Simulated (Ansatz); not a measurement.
The compound is K2CoF6 (started from the K2PtCl6 type) (Fm-3m).

The structure was built from a prototype and need not be the compound's stable phase.

```xyz
9
Lattice="0.0000 3.8824 3.8824 3.8824 0.0000 3.8824 3.8824 3.8824 0.0000" Properties=species:S:1:pos:R:3 pbc="T T T"
K     1.9412    1.9412    1.9412
K     5.8235    5.8235    5.8235
Co    0.0000    0.0000    0.0000
F     3.8824    3.8824    1.7685
F     3.8824    3.8824    5.9962
F     3.8824    1.7685    3.8824
F     3.8824    5.9962    3.8824
F     1.7685    3.8824    3.8824
F     5.9962    3.8824    3.8824
```

The structure was relaxed with LDA. The structure type comes from a generator and need not be one that this composition takes. The structure was generated from a model, not taken from a measurement. The runs that relaxed it are not among those shown. The program's search for lower electronic states was switched off, so nothing shows that the state found is the lowest. PAW set soft_2, made with PBE.

A constrained-RPA run (Ansatz 0.2.0; non-magnetic LDA; Co t2g, bands v3 to v1, 4×4×4 mesh, medium accuracy) builds 3 functions on bands 0.32 eV wide, with 5.0 electrons in the window. The bare on-site interaction is 18.1 eV and the bare J 0.57 eV.

Question: Estimate U, U′ and J.

On the Co t2g shell, U = 5.69 eV (32 % of the bare value), U′ = 4.70 eV, J = 0.43 eV.

The parent state is non-magnetic and the interaction static (zero frequency); U depends on the window and the orbitals, so it belongs to this model alone. A model of the t2g bands alone assumes low spin; where the ion is high-spin, as for many Cr, Mn, Fe and Co compounds, the eg bands are needed too.

[Paths, hosts, dates, memory and timing lines, banners, echoed tables and standing remarks are left out of the program output.]

[Logs are printed without paths, hosts, clocks, repeated set-up lines and the standing remarks that a program may print on its own settings, such as how far it seeks lower states.]

[Runs of the session that timed out or met a known fault of the program may be left out.]

[Hosts, paths, dates, database ids (printed as entryN), source tags and the programs' standing remarks are cut or masked in the printed files.]
